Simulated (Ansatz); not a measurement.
# What SnO (model cell, started as CsCl type) distorts into

Which phase does SnO (model cell, started as CsCl type) fall into along its unstable mode, and how much energy does it gain?

Method: DFT PBEsol, scalar-relativistic, plane waves, PAW, in Ansatz 0.2.0.

The structure was built from a prototype and need not be the compound's stable phase.

**1. Set-up**

It takes space group Pm-3m (No. 221, cubic). The conventional cell has a = 3.081 Å, b = 3.081 Å, c = 3.081 Å, α = 90.00°, β = 90.00°, γ = 90.00°. Nearest to Sn lie 8 O at 2.67 Å. Nearest to O lie 8 Sn at 2.67 Å. Farther neighbours and most contacts between anions are not listed.

**2. Phonons on a q mesh**

The cell comes from relaxations at this level that are not shown. Stability and thermal properties need the whole zone. Linear response on a 4×4×4 q mesh gives force constants as far as a supercell of that size would.

input.yaml

```yaml
crystal:
  lattice:
    - [3.0805550157, 0.0, 0.0]
    - [0.0, 3.0805550157, 0.0]
    - [0.0, 0.0, 3.0805550157]
  atoms:
    - { symbol: Sn, position: [0.0, 0.0, 0.0] }
    - { symbol: O, position: [0.5, 0.5, 0.5] }
kpoints:
  mp_grid: { grid: [12, 12, 12] }
hamiltonian:
  xc: pbesol
scf:
  occupations: { method: methfessel_paxton, width: 0.15 }
output:
  eigenvalues: true
phonons:
  method: dfpt
  qmesh: [4, 4, 4]
  temperatures: { t_max: 1000, t_step: 50 }
  qpath:
    path:
      - [[0.0, 0.0, 0.0], [0.0, 0.5, 0.0], [0.5, 0.5, 0.0], [0.0, 0.0, 0.0], [0.5, 0.5, 0.5], [0.0, 0.5, 0.0]]
      - [[0.5, 0.5, 0.5], [0.5, 0.5, 0.0]]
    npoints: 10
```

Launch:

```
$ ansatz run input.yaml --threads 4 --pin off --max-ram 7168MiB --backend cpu --events-out ev --progress --plain --runs-dir out
```

Numbers of over 12 decimals in the logs are rounded to 6 here.

The log of the run:

```text
Engine: ansatz 0.2.0, aarch64-unknown-linux-gnu
Pseudopotentials: kind: paw
Pseudopotential: Sn, paw, valence charge 14, recommended cutoff 420 eV (normal), Sn.paw.azcp
Pseudopotential: O, paw, valence charge 6, recommended cutoff 420 eV (normal), O.paw.azcp
Functional definition: PBEsol
  exchange = pbesol_x
  correlation = pbesol_c
Crystal: 2 atoms, lattice volume = 29.234 Å³
Basis set: ecut = 420 eV, 587 PW (Γ), exchange–correlation on 48×48×48 points (8 copies of the dense FFT grid, shifted against one another)
Bands: 14, of which v1, the nominal top of the filled ones, is band 10 counted from 1 (9 counted from 0)
Symmetry: 48 space group operations
k-points: 84 of 1728
Non-local potential: Sn, projectors of the file, l = 0: 2, l = 1: 2, l = 2: 2, l = 3: 2
Non-local potential: O, projectors of the file, l = 0: 2, l = 1: 2, l = 2: 1
PAW form: soft (Blöchl's): semilocal exchange-correlation on the pseudo side does not see the compensation charge
PAW frozen core: Sn, regenerated for the run's functional, and the local potential with it (the file was generated under x = pbe(κ = 0.804, μ = 0.219515), c = pbe(β = 0.066725))
PAW frozen core: O, regenerated for the run's functional, and the local potential with it (the file was generated under x = pbe(κ = 0.804, μ = 0.219515), c = pbe(β = 0.066725))
PAW one-centre angular grid: Sn, 590 points (default); XC on 64 Gauss nodes
PAW one-centre angular grid: O, 110 points (default); XC on 64 Gauss nodes
Initial density: superposition of atomic densities (neutral atoms: chi_scale 0, normalization atom), corrected by the library's trained network
Initial wavefunctions: pseudopotential atomic-orbital guess
Functional: x = pbesol(κ = 0.804, μ = 0.123457), c = pbesol(β = 0.046)
SCF iter   1: F=—  HF=-6509.226150 eV  |F-HF|=—  |Δ(HF+E_count)|=         —  Δρ=1.13e-2  dr2=3.01e-2  ethr=1.77e-3  ⟨swp⟩=5.1  Hψ=5942  notcnv=0
preconditioner: auto → none  [insulator: Δε(μ)=0.265 eV  Ē_g=20.016 eV  σ=0.150 eV  W_gap=0.65  n_scr=6 (ndim 8)  ℏωp=30.7 eV  f_vac=0.000  D(μ)=0.16/eV (n_scr^D=0)  ε∞_Penn≈3.4]
SCF iter   2: F=—  HF=-6509.218242 eV  |F-HF|=—  |Δ(HF+E_count)|=   7.91e-3  S|Δr|=    0.00e0  Δρ=3.69e-3  dr2=4.11e-3  ethr=1.50e-4  ⟨swp⟩=1.6  Hψ=2008  notcnv=0
SCF iter   3: F=—  HF=-6509.217512 eV  |F-HF|=—  |Δ(HF+E_count)|=   7.30e-4  S|Δr|=    0.00e0  Δρ=5.21e-4  dr2=8.05e-5  ethr=2.06e-5  ⟨swp⟩=2.0  Hψ=1329  notcnv=0
SCF iter   4: F=—  HF=-6509.217506 eV  |F-HF|=—  |Δ(HF+E_count)|=   5.81e-6  S|Δr|=    0.00e0  Δρ=1.10e-4  dr2=2.49e-6  ethr=4.02e-7  ⟨swp⟩=1.7  Hψ=1301  notcnv=0
SCF iter   5: F=—  HF=-6509.217506 eV  |F-HF|=—  |Δ(HF+E_count)|=   2.40e-7  S|Δr|=    0.00e0  Δρ=1.05e-5  dr2=1.04e-8  ethr=1.24e-8  ⟨swp⟩=2.3  Hψ=1503  notcnv=0
SCF iter   6: F=—  HF=-6509.217506 eV  |F-HF|=—  |Δ(HF+E_count)|=   2.06e-8  S|Δr|=    0.00e0  Δρ=5.07e-7  dr2=4.83e-11  ethr=5.19e-11  ⟨swp⟩=2.0  Hψ=2006  notcnv=0
SCF iter   7: F=-6509.217506 eV  HF=-6509.217506 eV  |F-HF|=0.00e0  |Δ(HF+E_count)|=  2.64e-11  S|Δr|=    0.00e0  Δρ=1.19e-7  dr2=2.80e-12  ethr=1.00e-12  ⟨swp⟩=5.2  Hψ=4876  notcnv=0
SCF 1 converged in 7 iterations: F = -6509.217506 eV  dr2 = 2.80e-12
  greatest PAW one-centre occupation: 0.993 electrons in one spin orbital (limit 2), on the Sn atom at site 0 (counted from 0), in its partial waves of l = 2
Initial density: read from a saved state, or passed on in memory by an earlier SCF of this step, an earlier step, the calling program or the single point that the run made first
iter 1 solved again at ethr=7.25e-8 eV; its pass at ethr=3.10e-3 eV (dr2=1.45e-5 eV) is discarded
SCF iter   1: F=—  HF=-6509.217508 eV  |F-HF|=—  |Δ(HF+E_count)|=         —  Δρ=8.01e-7  dr2=1.56e-10  ethr=7.25e-8  ⟨swp⟩=3.0  Hψ=8851  notcnv=0
eigensolver tolerance schedule: the retry pair's looser diagonalisation over-reported the residual by 92925.45 of it (diagonalisation noise at an unbounded share of the residual, at the tolerance the schedule requests for it); recorded, not acted on — ethr = c·dr2/N_el stays at c = 1.0e-1
preconditioner: auto → none  [metal: Δε(μ)=0.082 eV  Ē_g=20.083 eV  σ=0.150 eV  W_gap=0.42  n_scr=6 (ndim 8)  ℏωp=30.7 eV  f_vac=0.000  D(μ)=0.16/eV (n_scr^D=0)]
SCF iter   2: F=—  HF=-6509.217506 eV  |F-HF|=—  |Δ(HF+E_count)|=   2.26e-6  S|Δr|=    0.00e0  Δρ=4.76e-7  dr2=5.27e-11  ethr=1.00e-12  ⟨swp⟩=3.0  Hψ=2452  notcnv=0
SCF iter   3: F=—  HF=-6509.217506 eV  |F-HF|=—  |Δ(HF+E_count)|=  7.28e-12  S|Δr|=    0.00e0  Δρ=2.62e-7  dr2=1.63e-11  ethr=1.00e-12  ⟨swp⟩=1.0  Hψ=1176  notcnv=0
SCF iter   4: F=-6509.217506 eV  HF=-6509.217506 eV  |F-HF|=7.28e-12  |Δ(HF+E_count)|=  5.46e-12  S|Δr|=    0.00e0  Δρ=1.76e-7  dr2=7.47e-12  ethr=1.00e-12  ⟨swp⟩=2.9  Hψ=3372  notcnv=0
SCF 2 converged in 4 iterations: F = -6509.217506 eV  dr2 = 7.47e-12
phonons: the bands overlap, so this run is a metal and interpolates without the dipole-dipole term. If the crystal is really an insulator or semiconductor, its LO-TO splitting is missing
NSCF: frozen V_eff on 84 k-points
NSCF: frozen V_eff on 196 k-points
DFPT response loops at q = (0, 0, 0) (fractional): preconditioner auto → Kerker (q_TF=auto, 2.561 Å⁻¹) (partly filled bands, converged f_vac=0.000); β = 1.00, the filter's whole step (`scf.mixing.beta` (0.50) is not read by the response loops under this deck's `scf.mixing.preconditioner`; to damp them name `kerker` or `kerker_dos`, under which they read `scf.mixing.beta`, and type it under 1.00, their step now; both keys bind the ground state too); Broyden in place of MSR1
NSCF: frozen V_eff on 1176 k-points
DFPT response loops at q = (0, 0, 0.25) (fractional): mixed as the last ones told, above
NSCF: frozen V_eff on 686 k-points
DFPT response loops at q = (0, 0, -0.5) (fractional): mixed as the last ones told, above
NSCF: frozen V_eff on 2016 k-points
DFPT response loops at q = (0, 0.25, 0.25) (fractional): mixed as the last ones told, above
NSCF: frozen V_eff on 1176 k-points
DFPT response loops at q = (0, 0.25, -0.5) (fractional): mixed as the last ones told, above
NSCF: frozen V_eff on 686 k-points
DFPT response loops at q = (0, -0.5, -0.5) (fractional): mixed as the last ones told, above
NSCF: frozen V_eff on 1872 k-points
DFPT response loops at q = (0.25, 0.25, 0.25) (fractional): mixed as the last ones told, above
NSCF: frozen V_eff on 2016 k-points
DFPT response loops at q = (0.25, 0.25, -0.5) (fractional): mixed as the last ones told, above
NSCF: frozen V_eff on 1176 k-points
DFPT response loops at q = (0.25, -0.5, -0.5) (fractional): mixed as the last ones told, above
NSCF: frozen V_eff on 392 k-points
DFPT response loops at q = (-0.5, -0.5, -0.5) (fractional): mixed as the last ones told, above
SCF converged after 7 iterations
Stability not checked: this state was not tested for a lower state beside it, because cold or Methfessel-Paxton smearing, or corrected tetrahedra, fill the levels in a way that the test cannot read (fill_not_monotonic; see scf.lower_state_search)
Free energy (F): -6509.217506 eV
Harris-Foulkes:  -6509.217506 eV  (|F-HF|=0.00e0)
Internal energy: -6509.217356 eV  (E = F + TS)
E sigma→0 (E₀):  -6509.217468 eV
Entropy (-TS):   -0.000149 eV (-0.075 meV/atom)
Fermi energy:    12.041925 eV
--- Per-component energies (eV) ---
  E_band       = -40.470142
  E_kinetic    = 358.626053
  E_local      = -890.229815  (includes V_loc(G=0)·N_el)
  E_nonlocal   = 17.175187
  E_hartree    = 524.160831
  E_xc         = -453.568530
  E_vxc        = -191.863827  (∫ρ·V_xc dr)
  E_paw        = -4212.367725  (= ΣΔE_a)
  E_vpaw       = -382.501788  (= ΣTr[D̂ρ^β])
  E_aug_tail   = 0.002315  (compensation charges beyond the density's cutoff)
  E_ewald      = -1853.335800
  E_core_change = 0.320128  (= ΣΔE_core)
  E_smearing   = -0.000149  (= −TS)
  E_closure    = -0.000000  (closes the sum)
  Σ components = -6509.217506   (vs F -6509.217506, Δ=0.00e0)
--- Band table (eV; the first three rows and the last of 84) ---
  k-point 0: bands = [... 6 lower, 4.4632, 9.2804, 9.2804, 9.2804, 19.9630, 19.9630, 20.2366, 20.2366]
  k-point 1: bands = [... 6 lower, 4.3587, 9.3107, 9.3291, 9.3291, 18.5207, 20.0460, 20.1909, 20.1909]
  k-point 2: bands = [... 6 lower, 4.0677, 9.4197, 9.4644, 9.4644, 16.9667, 20.0508, 20.0508, 20.2959]
  k-point 83: bands = [... 6 lower, 8.4427, 8.4427, 8.4427, 10.8772, 11.8214, 11.8214, 11.8214, 24.4953]
--- Phonons (Γ-DFPT): 2 representative perturbations + reference (Σ response iterations 7) ---
  ASR residual: 1.046e-4 → 0.000e0 eV/Å²; symmetrization residual: 3.010e-6 eV/Å²
  ASR residual per site (eV/Å²): 1.05e-4 7.05e-5
  Γ frequencies (cm⁻¹): -268.74 -268.74 -268.74 0.00 0.00 0.00
--- Phonons (arbitrary-q DFPT): 10 irreducible q on the 4×4×4 mesh ---
  q = [0.0000, 0.0000, 0.0000] (star 1, of the zone-centre solve; hermiticity 1.61e-6, symmetrization 5.22e-12): -268.74 -268.74 -268.74 -0.00 0.00 0.00
  q = [0.0000, 0.0000, 0.2500] (star 6, 4 solved perturbations in 1848 linear systems a pass and spin channel, the states on 588 of 1728 k-point pairs; hermiticity 3.61e-7, symmetrization 7.39e-13): -187.53 -187.53 -25.58 -25.58 130.41 268.00
  q = [0.0000, 0.0000, -0.5000] (star 3, 4 solved perturbations in 1078 linear systems a pass and spin channel, the states on 343 of 1728 k-point pairs; hermiticity 1.11e-14, symmetrization 2.55e-12): -96.45 -96.45 44.28 44.28 187.81 322.92
  q = [0.0000, 0.2500, 0.2500] (star 12, 4 solved perturbations in 3108 linear systems a pass and spin channel, the states on 1008 of 1728 k-point pairs; hermiticity 7.98e-7, symmetrization 3.70e-14): -264.84 -166.41 -57.28 105.38 118.78 255.00
  q = [0.0000, 0.2500, -0.5000] (star 12, 6 solved perturbations on 588 of 1728 k-point pairs; hermiticity 1.24e-7, symmetrization 2.19e-14): -153.44 -108.62 -104.74 -83.03 168.23 173.97
  q = [0.0000, -0.5000, -0.5000] (star 3, 4 solved perturbations in 1078 linear systems a pass and spin channel, the states on 343 of 1728 k-point pairs; hermiticity 2.45e-7, symmetrization 1.33e-13): -282.82 -282.82 -166.66 -121.00 146.77 146.77
  q = [0.2500, 0.2500, 0.2500] (star 8, 2 solved perturbations on 936 of 1728 k-point pairs; hermiticity 3.25e-7, symmetrization 4.72e-12): -122.85 -122.85 -95.53 111.46 111.46 158.01
  q = [0.2500, 0.2500, -0.5000] (star 12, 4 solved perturbations in 3108 linear systems a pass and spin channel, the states on 1008 of 1728 k-point pairs; hermiticity 4.90e-7, symmetrization 1.50e-12): -221.69 -145.98 44.16 143.47 157.14 203.72
  q = [0.2500, -0.5000, -0.5000] (star 6, 4 solved perturbations in 1848 linear systems a pass and spin channel, the states on 588 of 1728 k-point pairs; hermiticity 2.65e-7, symmetrization 5.24e-13): 28.82 55.53 55.53 162.26 164.28 164.28
  q = [-0.5000, -0.5000, -0.5000] (star 1, 2 solved perturbations on 196 of 1728 k-point pairs; hermiticity 7.05e-14, symmetrization 1.41e-11): 121.49 121.49 121.49 255.08 255.08 255.08
  sum rule: each row above includes the acoustic sum rule's correction from the zone centre's row sums; it moved no ω² by more than (1.09 cm⁻¹)²
  mesh force constants: q→R imaginary residual 3.40e-18; ASR residual 1.046e-4 → 0.000e0 eV/Å²; symmetrization residual 3.109e-15 eV/Å²
  interpolated dispersion: 62 rows × 6 modes
  density of states and harmonic sums: on the 20×20×20 q-mesh, interpolated from the force constants of a 4×4×4 supercell (no non-analytic term)
  largest difference from the sums on the solved wave vectors: F 1.81e-3 eV, S 3.20e-6 and C_V 1.78e-6 eV/K
  zero-point energy: 0.028993 eV/cell   skipped modes (ω ≤ 0): 791, of them read as no rigid motion or as one in doubt: 788 (2.793e0 modes/cell left out, lowest -282.82 cm⁻¹)   left out of the sums: 4.66e-1 of the cell's modes: C_V's classical limit lies that fraction below 3 k_B per atom; for a crystal, a wire or a layer, F and S can be off by more, and a phonons.interpolated_qmesh denser along its periods is the remedy for the sampling
```

The job ended after 2.5 min (4 threads of Arm Neoverse V2, shared host; peak memory 1.3 GiB; 9.6 min of CPU time).

In the SCF lines HF is the Harris–Foulkes energy and dr2 the Hartree energy of the density residual, in eV; the loop may stop once dr2 is under the threshold and the program's other checks hold. Hψ counts applications of the Hamiltonian.

Numbers from this step:

- volume per atom: 14.62 Å³
- gap on the k-mesh: 0 eV
- sum-rule residual before enforcement: 1.05e-4 eV/Å²
- lowest frequency on the path: -282.8 cm⁻¹
- point group: m-3m
- highest frequency on the path or at a solved wavevector: 329.7 cm⁻¹
- highest optical mode at the zone centre (no LO-TO term): -268.7 cm⁻¹
- lowest optical zone-centre mode: -268.7 cm⁻¹
- lowest mode on the q mesh (acoustic modes at Γ apart): -282.8 cm⁻¹

Frequencies (cm⁻¹) solved at each irreducible wavevector; negative means imaginary. Frequencies by wavevector, by row:

| q in reciprocal lattice units | star | mode 1 | mode 2 | mode 3 | mode 4 | mode 5 | mode 6 |
| --- | --- | --- | --- | --- | --- | --- | --- |
| 0 0 0 | 1 | -268.7 | -268.7 | -268.7 | 0 | 0 | 0 |
| 0 0 0.25 | 6 | -187.5 | -187.5 | -25.6 | -25.6 | 130.4 | 268 |
| 0 0 -0.5 | 3 | -96.5 | -96.5 | 44.3 | 44.3 | 187.8 | 322.9 |
| 0 0.25 0.25 | 12 | -264.8 | -166.4 | -57.3 | 105.4 | 118.8 | 255 |
| 0 0.25 -0.5 | 12 | -153.4 | -108.6 | -104.7 | -83 | 168.2 | 174 |
| 0 -0.5 -0.5 | 3 | -282.8 | -282.8 | -166.7 | -121 | 146.8 | 146.8 |
| 0.25 0.25 0.25 | 8 | -122.8 | -122.8 | -95.5 | 111.5 | 111.5 | 158 |
| 0.25 0.25 -0.5 | 12 | -221.7 | -146 | 44.2 | 143.5 | 157.1 | 203.7 |
| 0.25 -0.5 -0.5 | 6 | 28.8 | 55.5 | 55.5 | 162.3 | 164.3 | 164.3 |
| -0.5 -0.5 -0.5 | 1 | 121.5 | 121.5 | 121.5 | 255.1 | 255.1 | 255.1 |

Interpolated from a 4×4×4 q mesh. Phonon branches along the path, in cm⁻¹:

| point | branch 1 | branch 2 | branch 3 | branch 4 | branch 5 | branch 6 |
| --- | --- | --- | --- | --- | --- | --- |
| Γ | -269 | -269 | -269 | 0 | 0 | 0 |
| halfway | -188 | -188 | -26 | -26 | 130 | 268 |
| X | -96 | -96 | 44 | 44 | 188 | 323 |
| halfway | -153 | -109 | -105 | -83 | 168 | 174 |
| M | -283 | -283 | -167 | -121 | 147 | 147 |
| halfway | -265 | -166 | -57 | 105 | 119 | 255 |
| Γ | -269 | -269 | -269 | 0 | 0 | 0 |
| halfway | -123 | -123 | -96 | 112 | 112 | 158 |
| R | 122 | 122 | 122 | 255 | 255 | 255 |
| halfway | -222 | -146 | 44 | 144 | 157 | 204 |
| X | -96 | -96 | 44 | 44 | 188 | 323 |
| jump to R | 122 | 122 | 122 | 255 | 255 | 255 |
| halfway | 29 | 56 | 56 | 162 | 164 | 164 |
| M | -283 | -283 | -167 | -121 | 147 | 147 |

The phonon branches as a text plot (rows in cm⁻¹):

```
    317 |    *****                                      **
    291 |
    266 |   *     *          *               *****     *
    240 |                     *             **  * **      *
    215 |          *       **                    *  * *    *
    189 |      ****            *     ***   *     **    ***  *
    164 |     *    ****   *             *   *     *****      *
    138 |   **      *********            ***        * *       ***
    113 |                  ***          *   ******     *  ***
     87 |  *              *   **     ***   *      **       *
     62 | *                     *   ****    *     *     *   **
     36 |*     ***               * **               *    *   *
     11 |                         **     **
    -15 |******                 **
    -40 |  *                  **                  *  *
    -66 |         **       ***                        * *     *
    -91 |      *****      *             *              ***    *
   -117 |          *******      *       *          *  *        **
   -142 |     *     **   ****                       ** *
   -168 |    *        ****   *         * ***       *            *
   -193 | * *       **        *                       *       *
   -219 |            *         *   * **             **
   -245 |***          * *     ****  *                          *
   -270 |*            ********   ***                            *
         Γ      X      M          Γ            R        X|R     M
```

Symmetry leaves 10 wavevectors to solve. The lowest mode among them, the acoustic zeros apart, lies at q = (0, -0.5, -0.5) and is imaginary, 282.8i cm⁻¹, so the energy falls along it.

**3. The mode frozen in, largest atomic shift 0 Å**

The mode followed lies at q = (0, -0.5, -0.5) with frequency 282.8i cm⁻¹ and is 2-fold degenerate, the softest among the wavevectors solved. At small amplitude the distorted cell has space group no. 51 by a symmetry search on the positions. The undistorted cell that holds it gives the zero of energy on the same k mesh.

System of this step: SnO (model cell, started as CsCl type). The structure is cubic, space group Pm-3m (No. 221). Conventional cell: a = 3.081 Å, b = 3.081 Å, c = 3.081 Å, α = 90.00°, β = 90.00°, γ = 90.00°. Nearest to Sn lie 8 O at 2.67 Å. Nearest to O lie 8 Sn at 2.67 Å. Farther neighbours and most contacts between anions are not listed.

input.yaml

```yaml
crystal:
  lattice:
    - [-3.0805550157, 0.0, 0.0]
    - [0.0, -3.0805550157, -3.0805550157]
    - [0.0, -3.0805550157, 3.0805550157]
  atoms:
    - { symbol: Sn, position: [0.0, 0.0, 0.0] }
    - { symbol: Sn, position: [0.0, 0.5, 0.5] }
    - { symbol: O, position: [0.5, 0.0, 0.5] }
    - { symbol: O, position: [0.5, 0.5, 0.0] }
kpoints:
  mp_grid: { grid: [12, 8, 8] }
hamiltonian:
  xc: pbesol
scf:
  occupations: { method: methfessel_paxton, width: 0.15 }
output:
  forces: true
  stress: true
  eigenvalues: true
```

The log of the run:

```text
[...]
Crystal: 4 atoms, lattice volume = 58.468 Å³
Basis set: ecut = 420 eV, 1139 PW (Γ), exchange–correlation on 48×60×60 points (8 copies of the dense FFT grid, shifted against one another)
Bands: 24, of which v1, the nominal top of the filled ones, is band 20 counted from 1 (19 counted from 0)
Symmetry: 32 space group operations
[...]
k-points: 105 of 768
[...]
--- Band table (eV; the first three rows and the last of 105) ---
  k-point 0: bands = [... 16 lower, 9.2808, 9.2808, 9.2808, 10.2106, 15.4975, 15.4975, 19.9631, 19.9635]
  k-point 1: bands = [... 16 lower, 9.1465, 9.3351, 9.4959, 10.1992, 15.1952, 15.5550, 18.7861, 19.1293]
  k-point 2: bands = [... 16 lower, 9.4841, 9.7053, 10.0492, 10.1547, 14.5428, 15.7285, 17.7716, 17.8161]
  k-point 104: bands = [... 16 lower, 7.1788, 7.1788, 10.2106, 10.2106, 15.4963, 15.4963, 15.4974, 15.4974]
[key lines of the parts left out:]
SCF converged after 6 iterations
Free energy (F): -13018.434821 eV
Fermi energy:    12.031504 eV
P = ⅓ Tr σ = 0.0187 GPa (0.187 kbar)
```

It took 1.6 s on 4 threads; peak memory 0.41 GiB; 5.9 s of CPU time.

This step gave:

```yaml
pressure: 0.01870 GPa
energy_from_the_undistorted_cell: 0 meV/atom
```

The run ends at a pressure of 0.02 GPa.

[end of part 1 of 3]

[Logs are printed without paths, hosts, clocks, repeated set-up lines and the standing remarks that a program may print on its own settings, such as how far it seeks lower states.]

[Hosts, paths, dates, database ids (printed as entryN), source tags and the programs' standing remarks are cut or masked in the printed files.]
